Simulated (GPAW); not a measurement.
# Screening of a field by 1T-CdBrI monolayer, part 2 of 2

Aim: the dipole that a field along the normal induces in 1T-CdBrI monolayer.

GPAW 26.7.0; GPAW, PAW setups; layer in a repeated cell with vacuum, relaxation of atoms and in-plane cell (the session's first sound run).

So far. Step 5 (Field on): The dipole is now -0.0687 e Å, against -0.027 in the run without a field. Step 8 (In a field): The dipole is now 0.0155 e Å, against -0.027 in the run without a field.

### Step 9. Field on

Level of this step: GPAW, PAW setups; slab in vacuum (GPAW).

Input file run.py:

```python
import json
import numpy as np
from ase import Atoms
from gpaw import GPAW, PW
from gpaw.external import ConstantElectricField

slab = Atoms(
    ['I', 'Cd', 'Br'],
    positions=[
        [2.10272, 1.21401, 8.00000],
        [0.00000, 0.00000, 9.76040],
        [-0.00000, 2.42801, 11.27019]],
    cell=[[4.20544, -0.0, 0.0], [-2.10272, 3.64202, 0.0], [0.0, 0.0, 19.2702]],
    pbc=[True, True, False])

slab.calc = GPAW(mode=PW(400), xc='PBE', kpts={'size': (9, 9, 1), 'gamma': True},
                 occupations={'name': 'fermi-dirac', 'width': 0.05}, nbands='160%',
                 convergence={'density': 1e-05}, maxiter=200,
                 poissonsolver={'dipolelayer': 'xy'},
                 external=ConstantElectricField(0.2, [0, 0, 1]),
                 symmetry={'tolerance': 1e-3}, txt='slab.txt')
result = {}
energy = slab.get_potential_energy()
fermi = slab.calc.get_fermi_level()
v = slab.calc.get_electrostatic_potential().mean((0, 1)) - fermi
n = slab.calc.get_pseudo_density().mean((0, 1))
L = slab.cell[2, 2]
z = np.arange(len(v)) * L / len(v)
low, high = slab.positions[:, 2].min(), slab.positions[:, 2].max()
below, above = np.interp([low - 5.8, high + 5.8], z, v)
slopes = [np.interp(x, z, np.gradient(v, z)) for x in (low - 5.8, high + 5.8)]
eps = np.array([[slab.calc.get_eigenvalues(k, s) for k in range(len(slab.calc.get_ibz_k_points()))]
                for s in range(slab.calc.get_number_of_spins())]) - fermi
top, bottom = eps[eps < 0].max(), eps[eps > 0].min()
dipole = slab.get_dipole_moment()[2]
print(f'energy {energy:.4f} eV, Fermi level {fermi:.4f} eV, dipole {dipole:.5f} e A')
print(f'potential 5.8 A off the faces, from the Fermi level: lower {below:.4f} eV, upper {above:.4f} eV')
print(f'slope of the potential there: lower {slopes[0]:.5f}, upper {slopes[1]:.5f} eV/A')
print(f'nearest levels on the mesh: {top:.4f} and {bottom:.4f} eV')
print('magnetic moment', round(slab.get_magnetic_moment(), 3))
result.update(energy=energy, fermi=fermi, dipole=dipole, below=below, above=above, slopes=slopes, edges=[top, bottom],
              z=z.tolist(), v=v.tolist(), n=n.tolist(), positions=slab.positions.tolist(),
              forces=slab.get_forces(apply_constraint=False).tolist(), moments=slab.get_magnetic_moments().tolist())
json.dump(result, open('result.json', 'w'))
```

On the command line:

```console
> OMP_NUM_THREADS=1 OPENBLAS_NUM_THREADS=1 python run.py
```

What it wrote:

```text
energy -6.1143 eV, Fermi level -2.1511 eV, dipole 0.05755 e A
potential 5.8 A off the faces, from the Fermi level: lower 5.4539 eV, upper 4.7739 eV
slope of the potential there: lower -0.00004, upper 0.00004 eV/A
nearest levels on the mesh: -1.4187 and 1.1826 eV
magnetic moment 0.0
```

It took 58 s on 1 thread of Arm Neoverse V1, shared host; peak memory 0.33 GiB.

Table of electrostatic potential energy of an electron (without an applied field's), less the Fermi level, planar mean by z:

z (Å), electrostatic potential energy of an electron (without an applied field's), less the Fermi level, planar mean (eV) and a bar from the least value:
```
      0.0        5.1 #############################
      0.5        5.5 ##############################
      1.0        5.5 ##############################
      1.5        5.5 ##############################
      2.0        5.5 ##############################
      2.5        5.5 ##############################
      3.0        5.5 ##############################
      3.5        5.5 ##############################
      4.0        5.5 ##############################
      4.5        5.5 ##############################
      5.0        5.4 ##############################
      5.5        5.4 ##############################
      6.0        5.3 ##############################
      6.5        4.8 #############################
      7.0        2.7 ##########################
      7.5       -4.7 ##############
      8.0      -13.7 
      8.5       -6.1 ############
      9.0       -1.9 ##################
      9.5       -7.5 ##########
     10.0       -7.9 #########
     10.5       -2.8 #################
     11.0       -7.6 ##########
     11.5       -7.3 ##########
     12.0        1.2 #######################
     12.5        4.0 ############################
     13.0        4.6 #############################
     13.5        4.7 #############################
     14.0        4.8 #############################
     14.5        4.8 #############################
     15.0        4.8 #############################
     15.5        4.8 #############################
     16.0        4.8 #############################
     16.5        4.8 #############################
     17.0        4.8 #############################
     17.5        4.8 #############################
     18.0        4.8 #############################
     18.5        4.8 #############################
     19.0        4.9 #############################
```

The dipole is now 0.0575 e Å, against -0.027 in the run without a field.

### Step 10. Field on

run.py, as its differences from that of step 9:

```diff
@@ -19,3 +19,3 @@
                  poissonsolver={'dipolelayer': 'xy'},
-                 external=ConstantElectricField(0.2, [0, 0, 1]),
+                 external=ConstantElectricField(0.3, [0, 0, 1]),
                  symmetry={'tolerance': 1e-3}, txt='slab.txt')
```

What it wrote:

```text
energy -6.1222 eV, Fermi level -2.2157 eV, dipole 0.09969 e A
potential 5.8 A off the faces, from the Fermi level: lower 5.7723 eV, upper 4.5945 eV
slope of the potential there: lower -0.00004, upper 0.00004 eV/A
nearest levels on the mesh: -1.3861 and 1.2360 eV
magnetic moment 0.0
```

Run time: 58 s. Hardware: 1 thread; peak memory 0.33 GiB.

Electrostatic potential energy of an electron (without an applied field's), less the Fermi level, planar mean against z:

```csv
z (Å),"electrostatic potential energy of an electron (without an applied field's), less the Fermi level, planar mean (eV)"
0,5.18
1,5.77
2,5.77
3,5.77
4,5.77
5,5.76
6,5.61
7,2.96
8,-13.5
9,-1.83
10,-7.92
11,-7.64
12,1.03
13,4.45
14,4.59
15,4.59
16,4.59
17,4.59
18,4.59
19,4.76
```

The dipole is now 0.0997 e Å, against -0.027 in the run without a field.

### Step 11. The series

The members are put on one axis.

This step: induced dipole against applied field (GPAW 26.7.0).

The dipole along the normal by field:

```csv
field (V/Å),dipole along the normal (e·Å)
-0.200,-0.111
-0.100,-0.0687
-0.050,-0.0476
0.000,-0.0266
0.050,-0.00559
0.100,0.0155
0.200,0.0575
0.300,0.0997
```

### Step 12. Summary of results

```
work function, upper and lower face (Fermi level placed in the gap by the smearing) : 5.056 and 4.742 eV
ionisation energy from the upper face (highest filled level on the mesh)            : 6.62 eV
electron affinity from the upper face (lowest empty Kohn-Sham level on the mesh)    : 4.06 eV
dipole along the normal                                                             : -0.0266 e Å
induced dipole per field                                                            : 0.421 e Å per V/Å
out-of-plane polarisability per area, α/(ε0 A)                                      : 4.97 Å
```

The field induces 0.421 e Å per V/Å, a polarisable thickness α/(ε0 A) of 4.97 Å beside 3.27 Å between the outermost nuclei. A perfect conductor would give the distance between its two image planes; a dielectric of thickness t gives t(1 - 1/ε). The two faces differ by 0.31 eV, the step that the slab's dipole makes (e p/(ε0 A) gives 0.31 eV), so the dipole layer is needed. The levels nearest the Fermi level on the mesh lie 2.56 eV apart, so the slab is gapped there: the smearing puts the Fermi level inside the gap, and from either face the ionisation energy is the work function plus 1.6 eV. Both are Kohn-Sham levels on the mesh, and semilocal gaps are too small, so the affinity tends to come out too large and the ionisation energy too small. The induced dipole is linear in the field over this range. With elements this heavy, spin-orbit coupling can move band edges by tenths of an eV. The relaxation of atoms and cell ran in a fully periodic cell without the dipole layer, so the atoms of this polar layer felt a small spurious field. The layer's cell and atoms come from the relaxation; spin-orbit coupling and temperature are left out.

[Logs are printed without paths, hosts, clocks, repeated set-up lines and the standing remarks that a program may print on its own settings, such as how far it seeks lower states.]

[Hosts, paths, dates, database ids (printed as entryN), source tags and the programs' standing remarks are cut or masked in the printed files.]
